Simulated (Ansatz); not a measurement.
# K on Ag(111): change of the work function, part 2 of 3

Aim: the work function of Ag(111) at several coverages of K (fcc site), and the dipole that each adsorbate carries.

Ansatz 0.2.0; plane-wave DFT, PBE, Ansatz PAW.

So far, work function, upper face (eV): step 2 (the clean slab) 4.47.

### 3. The covered slab, k-mesh 4×4×1, coverage 0.111 ML

System of this step: KAg36 (K/Ag(111)). The cell holds 37 atoms: 36 Ag and 1 K. Cell: a = 8.676 Å, b = 8.676 Å, c = 28.333 Å, α = 90.0°, β = 90.0°, γ = 60.0°. Vacuum lies along c.

The clean slab as it ended is repeated in the plane and the adsorbate is set on one face; the cell's size fixes the coverage, and the k-mesh shrinks with it to keep the sampling density about even. Adsorbate and upper layers relax, since the dipole depends on the height.

File input.yaml:

```yaml
crystal:
  lattice:
    - [8.6762002052, 1.0e-10, 0.0]
    - [4.3381001025, 7.5138097861, 0.0]
    - [0.0, 0.0, 28.3329768536]
  atoms:
    - { symbol: Ag, position: [0.0, 0.0, 0.3176510554] }
    - { symbol: Ag, position: [0.1111111111, 0.1111111111, 0.4009943135] }
    - { symbol: Ag, position: [0.2222222222, 0.2222222222, 0.4853017421] }
    - { symbol: Ag, position: [0.0, 0.0, 0.5704039269] }
    - { symbol: Ag, position: [0.0, 0.3333333333, 0.3176510554] }
    - { symbol: Ag, position: [0.1111111111, 0.4444444444, 0.4009943135] }
    - { symbol: Ag, position: [0.2222222222, 0.5555555556, 0.4853017421] }
    - { symbol: Ag, position: [0.0, 0.3333333333, 0.5704039269] }
    - { symbol: Ag, position: [0.0, 0.6666666667, 0.3176510554] }
    - { symbol: Ag, position: [0.1111111111, 0.7777777778, 0.4009943135] }
    - { symbol: Ag, position: [0.2222222222, 0.8888888889, 0.4853017421] }
    - { symbol: Ag, position: [0.0, 0.6666666667, 0.5704039269] }
    - { symbol: Ag, position: [0.3333333333, 0.0, 0.3176510554] }
    - { symbol: Ag, position: [0.4444444444, 0.1111111111, 0.4009943135] }
    - { symbol: Ag, position: [0.5555555556, 0.2222222222, 0.4853017421] }
    - { symbol: Ag, position: [0.3333333333, 0.0, 0.5704039269] }
    - { symbol: Ag, position: [0.3333333333, 0.3333333333, 0.3176510554] }
    - { symbol: Ag, position: [0.4444444444, 0.4444444444, 0.4009943135] }
    - { symbol: Ag, position: [0.5555555556, 0.5555555556, 0.4853017421] }
    - { symbol: Ag, position: [0.3333333333, 0.3333333333, 0.5704039269] }
    - { symbol: Ag, position: [0.3333333333, 0.6666666667, 0.3176510554] }
    - { symbol: Ag, position: [0.4444444444, 0.7777777778, 0.4009943135] }
    - { symbol: Ag, position: [0.5555555556, 0.8888888889, 0.4853017421] }
    - { symbol: Ag, position: [0.3333333333, 0.6666666667, 0.5704039269] }
    - { symbol: Ag, position: [0.6666666667, 0.0, 0.3176510554] }
    - { symbol: Ag, position: [0.7777777778, 0.1111111111, 0.4009943135] }
    - { symbol: Ag, position: [0.8888888889, 0.2222222222, 0.4853017421] }
    - { symbol: Ag, position: [0.6666666667, 0.0, 0.5704039269] }
    - { symbol: Ag, position: [0.6666666667, 0.3333333333, 0.3176510554] }
    - { symbol: Ag, position: [0.7777777778, 0.4444444444, 0.4009943135] }
    - { symbol: Ag, position: [0.8888888889, 0.5555555556, 0.4853017421] }
    - { symbol: Ag, position: [0.6666666667, 0.3333333333, 0.5704039269] }
    - { symbol: Ag, position: [0.6666666667, 0.6666666667, 0.3176510554] }
    - { symbol: Ag, position: [0.7777777778, 0.7777777778, 0.4009943135] }
    - { symbol: Ag, position: [0.8888888889, 0.8888888889, 0.4853017421] }
    - { symbol: Ag, position: [0.6666666667, 0.6666666667, 0.5704039269] }
    - { symbol: K, position: [0.1111111111, 0.1111111111, 0.6823489446] }
kpoints:
  mp_grid: { grid: [4, 4, 1] }
hamiltonian:
  xc: pbe
scf:
  occupations: { method: fermi_dirac, width: 0.1 }
  convergence: { dr2_threshold: 1.0e-08 }
efield:
  axis: 3
  dipole_correction: true
  ramp_position: 0.97
  ramp_width: 0.06
relax:
  f_tol: 0.02
  max_steps: 60
  constraints:
    - { sites: [0, 1, 4, 5, 8, 9, 12, 13, 16, 17, 20, 21, 24, 25, 28, 29, 32, 33] }
output:
  write_potential: true
  write_density: true
  volumetric_format: npy
```

Started as:

```console
$ ansatz run input.yaml --threads 4 --pin off --max-ram 16384MiB --backend cpu --events-out ev --progress --plain --runs-dir out
```

The program printed:

```text
[...]
Crystal: 37 atoms, lattice volume = 1847.064 Å³
Basis set: ecut = 420 eV, 36173 PW (Γ), exchange–correlation on 120×120×384 points (8 copies of the dense FFT grid, shifted against one another)
Bands: 416, of which v1, the nominal top of the filled ones, is band 347 counted from 1 (346 counted from 0)
Symmetry: 6 space group operations
[...]
k-points: 4 of 16 (time reversal used)
[...]
SCF iter   1: F=—  HF=-274792.462107 eV  |F-HF|=—  |Δ(HF+E_count)|=         —  Δρ=1.54e-3  dr2=1.40e0  ethr=1.77e-3  p=1.079 e·Å  D=1.06e-1 V/Å  ΔV_dip=-2.99 eV  dr2_dipole=7.31e-1  V_vac-E_F(+/−)=1.46/4.45 eV  ⟨swp⟩=6.2  Hψ=6440  notcnv=0  defer=130
[...]
SCF iter  10: F=-274792.438116 eV  HF=-274792.438116 eV  |F-HF|=1.11e-9  |Δ(HF+E_count)|=   6.81e-9  Δρ=2.88e-7  dr2=3.57e-9  ethr=1.44e-12  p=0.997 e·Å  D=9.76e-2 V/Å  ΔV_dip=-2.77 eV  dr2_dipole=1.48e-11  V_vac-E_F(+/−)=1.60/4.37 eV  ⟨swp⟩=8.0  Hψ=9561  notcnv=0
SCF 1 converged in 10 iterations: F = -274792.438116 eV  dr2 = 3.57e-9
[...]
relax step   1: F+E_penalty+E_count = -274792.43811645 eV  Δ(F+E_penalty+E_count) = +0.000e0 eV  max|allowed force component| = 4.683e-1 eV/Å  Δτ_max = 0.0000 Å  (10 SCF iters, accepted)
[...]
SCF iter   9: F=-274792.484610 eV  HF=-274792.484610 eV  |F-HF|=1.86e-9  |Δ(HF+E_count)|=   7.86e-9  Δρ=3.29e-7  dr2=2.01e-9  ethr=1.44e-12  p=0.972 e·Å  D=9.52e-2 V/Å  ΔV_dip=-2.70 eV  dr2_dipole=2.25e-16  V_vac-E_F(+/−)=1.67/4.36 eV  ⟨swp⟩=8.0  Hψ=9704  notcnv=0
SCF 2 converged in 9 iterations: F = -274792.484610 eV  dr2 = 2.01e-9
[...]
relax step   2: F+E_penalty+E_count = -274792.48461044 eV  Δ(F+E_penalty+E_count) = -4.649e-2 eV  max|allowed force component| = 3.838e-1 eV/Å  Δτ_max = 0.1226 Å  (9 SCF iters, accepted)
SCF iter   1: F=—  HF=-274792.526874 eV  |F-HF|=—  |Δ(HF+E_count)|=         —  Δρ=6.44e-4  dr2=1.66e-2  ethr=3.14e-5  p=0.972 e·Å  D=9.52e-2 V/Å  ΔV_dip=-2.70 eV  dr2_dipole=5.72e-3  V_vac-E_F(+/−)=1.67/4.37 eV  ⟨swp⟩=8.5  Hψ=4889  notcnv=0  defer=71
[...]
SCF iter   9: F=-274792.532163 eV  HF=-274792.532163 eV  |F-HF|=1.80e-9  |Δ(HF+E_count)|=   2.31e-8  Δρ=3.86e-7  dr2=5.68e-9  ethr=1.44e-12  p=0.910 e·Å  D=8.92e-2 V/Å  ΔV_dip=-2.53 eV  dr2_dipole=6.56e-10  V_vac-E_F(+/−)=1.83/4.36 eV  ⟨swp⟩=8.2  Hψ=9608  notcnv=0
SCF 3 converged in 9 iterations: F = -274792.532163 eV  dr2 = 5.68e-9
relax step   3: F+E_penalty+E_count = -274792.53216288 eV  Δ(F+E_penalty+E_count) = -4.755e-2 eV  max|allowed force component| = 4.827e-2 eV/Å  Δτ_max = 0.1963 Å  (9 SCF iters, accepted)
[...]
relax step   4: F+E_penalty+E_count = -274792.53387596 eV  Δ(F+E_penalty+E_count) = -1.713e-3 eV  max|allowed force component| = 2.362e-2 eV/Å  Δτ_max = 0.0615 Å  (8 SCF iters, accepted)
SCF iter   1: F=—  HF=-274792.532737 eV  |F-HF|=—  |Δ(HF+E_count)|=         —  Δρ=1.56e-4  dr2=4.46e-4  ethr=5.47e-7  p=0.894 e·Å  D=8.76e-2 V/Å  ΔV_dip=-2.48 eV  dr2_dipole=1.74e-5  V_vac-E_F(+/−)=1.88/4.36 eV  ⟨swp⟩=6.2  Hψ=4453  notcnv=0  defer=99
[...]
SCF iter   7: F=-274792.534349 eV  HF=-274792.534349 eV  |F-HF|=1.98e-9  |Δ(HF+E_count)|=   1.23e-8  Δρ=3.16e-7  dr2=4.10e-9  ethr=1.44e-12  p=0.898 e·Å  D=8.80e-2 V/Å  ΔV_dip=-2.49 eV  dr2_dipole=9.80e-10  V_vac-E_F(+/−)=1.87/4.36 eV  ⟨swp⟩=6.0  Hψ=9806  notcnv=0
SCF 5 converged in 7 iterations: F = -274792.534349 eV  dr2 = 4.10e-9
relax step   5: F+E_penalty+E_count = -274792.53434915 eV  Δ(F+E_penalty+E_count) = -4.732e-4 eV  max|allowed force component| = 1.931e-3 eV/Å  Δτ_max = 0.0166 Å  (7 SCF iters, accepted)
NSCF: frozen V_eff on 4 k-points
[...]
WARN: The output density's exchange-correlation potential varies sharply where the density is thin. Do not read a vacuum level from v_tot or v_xc, or from such a field of the output density. On a cell that repeats whose density bears no net charge and no dipole along the vacuum's axis use v_es (v_loc + v_h of the components); under efield.dipole_correction with no amplitude use v_es + v_field, which holds any externa [...]
SCF converged after 7 iterations
Free energy (F): -274792.534349 eV
[...]
Internal energy: -274792.171924 eV  (E = F + TS)
E sigma→0 (E₀):  -274792.353136 eV
Entropy (-TS):   -0.362426 eV (-9.795 meV/atom)
Fermi energy:    3.906752 eV
Dipole field:    D = 0.087938 V/Å  (p = 0.897632 e·Å, saw-weighted, corrected)
Work function:   Φ+ = 1.8684 eV   Φ− = 4.3599 eV
[...]
--- Forces (eV/Å), atoms counted from 1 ---
  atom   1  Ag     0.00153443     0.00088590    -0.12345901
  atom   2  Ag     0.00000000    -0.00000000     0.08248995
  atom   3  Ag    -0.00024674    -0.00014246     0.00028145
  atom   4  Ag     0.00007594     0.00004385     0.00020795
  atom   5  Ag     0.00000000    -0.00177181    -0.12345901
  atom   6  Ag     0.01409949     0.01917221     0.12311930
  atom   7  Ag    -0.00030311     0.00017500     0.00045213
  atom   8  Ag     0.00000000    -0.00008769     0.00020795
  atom   9  Ag     0.00002765    -0.00001596    -0.12342283
  atom  10  Ag    -0.00955387    -0.02179662     0.12311930
  atom  11  Ag    -0.00000000     0.00028492     0.00028145
  atom  12  Ag    -0.00095930     0.00055385     0.00015974
  atom  13  Ag    -0.00153443     0.00088590    -0.12345901
  atom  14  Ag     0.02365337     0.00262441     0.12311930
  atom  15  Ag     0.00000000    -0.00035000     0.00045213
  atom  16  Ag    -0.00007594     0.00004385     0.00020795
  atom  17  Ag    -0.00064983    -0.00037518    -0.11937800
  atom  18  Ag     0.00000000     0.00000000     0.17405434
  atom  19  Ag     0.00030311     0.00017500     0.00045213
  atom  20  Ag    -0.00031050    -0.00017927    -0.00016468
  atom  21  Ag    -0.00000000     0.00075036    -0.11937800
  atom  22  Ag     0.00955387    -0.02179662     0.12311930
  atom  23  Ag     0.00053985    -0.00031168    -0.00016569
  atom  24  Ag    -0.00000000     0.00035853    -0.00016468
  atom  25  Ag    -0.00000000     0.00003193    -0.12342283
  atom  26  Ag    -0.02365337     0.00262441     0.12311930
  atom  27  Ag     0.00024674    -0.00014246     0.00028145
  atom  28  Ag     0.00000000    -0.00110770     0.00015974
  atom  29  Ag     0.00064983    -0.00037518    -0.11937800
  atom  30  Ag    -0.01409949     0.01917221     0.12311930
  atom  31  Ag    -0.00000000     0.00062337    -0.00016569
  atom  32  Ag     0.00031050    -0.00017927    -0.00016468
  atom  33  Ag    -0.00002765    -0.00001596    -0.12342283
  atom  34  Ag     0.00000000     0.00000000     0.09933046
  atom  35  Ag    -0.00053985    -0.00031168    -0.00016569
  atom  36  Ag     0.00095930     0.00055385     0.00015974
  atom  37  K      0.00000000    -0.00000000     0.00193051
  max |Σ_I F_I| component: 5.42e-5 eV/Å
--- Band table (eV) ---
  k-point 0: bands = [... 343 lower, 2.5480, 3.2927, 3.2927, 3.2977, 3.3535, 3.3535, 3.3684, 3.7945, ... 65 higher]
  k-point 1: bands = [... 343 lower, 2.8325, 2.9458, 2.9678, 3.2509, 4.1394, 4.2045, 4.2191, 4.4241, ... 65 higher]
  k-point 2: bands = [... 343 lower, 3.5894, 3.5907, 3.5923, 3.9647, 4.2775, 4.2792, 4.2928, 4.2942, ... 65 higher]
  k-point 3: bands = [... 343 lower, 3.7608, 3.7693, 4.0353, 4.0566, 4.0904, 4.1449, 4.2660, 4.4133, ... 65 higher]
--- Relaxed structure (5 steps of the walk, 5 accepted, 0 SCFs on fresh bases) ---
  F+E_penalty+E_count = -274792.53434915 eV   max|allowed force component| = 1.931e-3 eV/Å
  atoms:
    - { symbol: Ag, position: [1.111111e-11, 1.111111e-11, 0.3176510554] }
    - { symbol: Ag, position: [0.111111, 0.111111, 0.400994] }
    - { symbol: Ag, position: [0.222606, 0.222606, 0.484648] }
    - { symbol: Ag, position: [-0.000751016, -0.000751016, 0.568805] }
    - { symbol: Ag, position: [1.111111e-11, 0.333333, 0.3176510554] }
    - { symbol: Ag, position: [0.111111, 0.444444, 0.400994] }
    - { symbol: Ag, position: [0.222472, 0.555431, 0.485910] }
    - { symbol: Ag, position: [-0.000751016, 0.334835, 0.568805] }
    - { symbol: Ag, position: [-2.222217e-11, 0.666667, 0.3176510554] }
    - { symbol: Ag, position: [0.111111, 0.777778, 0.400994] }
    - { symbol: Ag, position: [0.222606, 0.888121, 0.484648] }
    - { symbol: Ag, position: [1.442367e-5, 0.666659, 0.571338] }
    - { symbol: Ag, position: [0.333333, 1.111111e-11, 0.3176510554] }
    - { symbol: Ag, position: [0.444444, 0.111111, 0.400994] }
    - { symbol: Ag, position: [0.555431, 0.222472, 0.485910] }
    - { symbol: Ag, position: [0.334835, -0.000751016, 0.568805] }
    - { symbol: Ag, position: [0.333333, 0.333333, 0.3176510554] }
    - { symbol: Ag, position: [0.444444, 0.444444, 0.400994] }
    - { symbol: Ag, position: [0.555431, 0.555431, 0.485910] }
    - { symbol: Ag, position: [0.332895, 0.332895, 0.571689] }
    - { symbol: Ag, position: [0.333333, 0.666667, 0.3176510554] }
    - { symbol: Ag, position: [0.444444, 0.777778, 0.400994] }
    - { symbol: Ag, position: [0.556445, 0.888444, 0.485104] }
    - { symbol: Ag, position: [0.332895, 0.667544, 0.571689] }
    - { symbol: Ag, position: [0.666667, -2.222220e-11, 0.3176510554] }
    - { symbol: Ag, position: [0.777778, 0.111111, 0.400994] }
    - { symbol: Ag, position: [0.888121, 0.222606, 0.484648] }
    - { symbol: Ag, position: [0.666659, 1.442367e-5, 0.571338] }
    - { symbol: Ag, position: [0.666667, 0.333333, 0.3176510554] }
    - { symbol: Ag, position: [0.777778, 0.444444, 0.400994] }
    - { symbol: Ag, position: [0.888444, 0.556445, 0.485104] }
    - { symbol: Ag, position: [0.667544, 0.332895, 0.571689] }
    - { symbol: Ag, position: [0.666667, 0.666667, 0.3176510554] }
    - { symbol: Ag, position: [0.777778, 0.777778, 0.400994] }
    - { symbol: Ag, position: [0.888444, 0.888444, 0.485104] }
    - { symbol: Ag, position: [0.666659, 0.666659, 0.571338] }
    - { symbol: K, position: [0.111111, 0.111111, 0.669508] }
```

Wall time 15 min (4 threads of Arm Neoverse V1, shared host); peak memory 12 GiB.

The steps of the relaxation:

```tsv
step	energy less that of the first step (eV)	largest force component (eV/Å)
1	0.0000	0.4683
2	-0.0465	0.3837
3	-0.0940	0.0483
4	-0.0958	0.0236
5	-0.0962	0.0019
```

The run keeps the 6 symmetry operations that the program found, so distortions that break them were not tested.

The atoms that moved most (Å):

```tsv
atom	dx	dy	dz	length
K37	0.000	0.000	-0.364	0.364
Ag4	-0.010	-0.006	-0.045	0.047
Ag16	0.010	-0.006	-0.045	0.047
Ag8	0.000	0.011	-0.045	0.047
Ag20	-0.006	-0.003	0.036	0.037
Ag24	0.000	0.007	0.036	0.037
Ag32	0.006	-0.003	0.036	0.037
Ag28	0.000	0.000	0.026	0.026
```

Final coordinates:

```xyz
37
Lattice="8.6762 0.0000 0.0000 4.3381 7.5138 0.0000 0.0000 0.0000 28.3330" Properties=species:S:1:pos:R:3
Ag    0.0000    0.0000    9.0000
Ag    1.4460    0.8349   11.3614
Ag    2.8971    1.6726   13.7315
Ag   -0.0098   -0.0056   16.1160
Ag    1.4460    2.5046    9.0000
Ag    2.8921    3.3395   11.3614
Ag    4.3397    4.1734   13.7673
Ag    1.4460    2.5159   16.1160
Ag    2.8921    5.0092    9.0000
Ag    4.3381    5.8441   11.3614
Ag    5.7841    6.6732   13.7315
Ag    2.8922    5.0092   16.1877
Ag    2.8921    0.0000    9.0000
Ag    4.3381    0.8349   11.3614
Ag    5.7841    1.6716   13.7673
Ag    2.9018   -0.0056   16.1160
Ag    4.3381    2.5046    9.0000
Ag    5.7841    3.3395   11.3614
Ag    7.2285    4.1734   13.7673
Ag    4.3324    2.5013   16.1977
Ag    5.7841    5.0092    9.0000
Ag    7.2302    5.8441   11.3614
Ag    8.6820    6.6756   13.7444
Ag    5.7841    5.0158   16.1977
Ag    5.7841    0.0000    9.0000
Ag    7.2302    0.8349   11.3614
Ag    8.6712    1.6726   13.7315
Ag    5.7841    0.0001   16.1877
Ag    7.2302    2.5046    9.0000
Ag    8.6762    3.3395   11.3614
Ag   10.1222    4.1810   13.7444
Ag    7.2359    2.5013   16.1977
Ag    8.6762    5.0092    9.0000
Ag   10.1222    5.8441   11.3614
Ag   11.5625    6.6756   13.7444
Ag    8.6761    5.0092   16.1877
K     1.4460    0.8349   18.9692
```

Numbers from this step:

```
energy at zero smearing        : -274792.3531 eV
work function, upper face      : 1.868 eV
work function, lower face      : 4.360 eV
dipole along the normal        : 0.8976 e·Å
step between the vacuum levels : -2.492 eV
```

Running mean over 2.361 Å of the planar mean; the ramp of the sawtooth is left out. The electron's electrostatic potential energy less the Fermi level by z:

z (Å), electron's electrostatic potential energy less the Fermi level (eV) and a bar from the least value:
```
      3.5       4.36 ##############################
      4.0       4.36 ##############################
      4.5       4.36 ##############################
      5.0       4.35 ##############################
      5.5       4.34 ##############################
      6.0       4.29 ##############################
      6.5       4.11 #############################
      7.0       3.39 ###########################
      7.5       1.12 #####################
      8.0      -2.32 ###########
      8.5      -4.99 ###
      9.0      -5.91 #
      9.5      -6.05 
     10.0      -6.07 
     10.5      -6.08 
     11.0      -6.09 
     11.5      -6.06 
     12.0      -5.96 
     12.5      -5.89 #
     13.0      -5.92 
     13.5      -6.01 
     14.0      -5.99 
     14.5      -5.78 #
     15.0      -5.67 #
     15.5      -5.78 #
     16.0      -5.91 #
     16.5      -5.51 ##
     17.0      -3.64 #######
     17.5      -0.74 ###############
     18.0       1.37 #####################
     18.5       1.78 #######################
     19.0       1.57 ######################
     19.5       1.37 #####################
     20.0       1.44 ######################
     20.5       1.67 ######################
     21.0       1.81 #######################
     21.5       1.85 #######################
     22.0       1.86 #######################
     22.5       1.86 #######################
     23.0       1.87 #######################
     23.5       1.87 #######################
     24.0       1.87 #######################
     24.5       1.87 #######################
     25.0       1.87 #######################
```

The relaxation took 5 steps and lowered the energy by 0.096 eV; the largest force on the free atoms ends at 0.0019 eV/Å.

The covered face has 1.87 eV, -2.60 eV against the clean one; the bare back face has moved by -0.09 eV, a measure of how thin the slab is.

(Continued in part 3 of 3.)

[Long decimals in the printed logs are rounded to 6 places.]

[Logs are printed without paths, hosts, clocks, repeated set-up lines and the standing remarks that a program may print on its own settings, such as how far it seeks lower states.]

[Hosts, paths, dates, database ids (printed as entryN), source tags and the programs' standing remarks are cut or masked in the printed files.]

[Maps of the electrostatic potential energy from Ansatz leave out the sawtooth potential of an applied field or a dipole correction, so their vacuum need not be flat; planar profiles and work functions include it.]
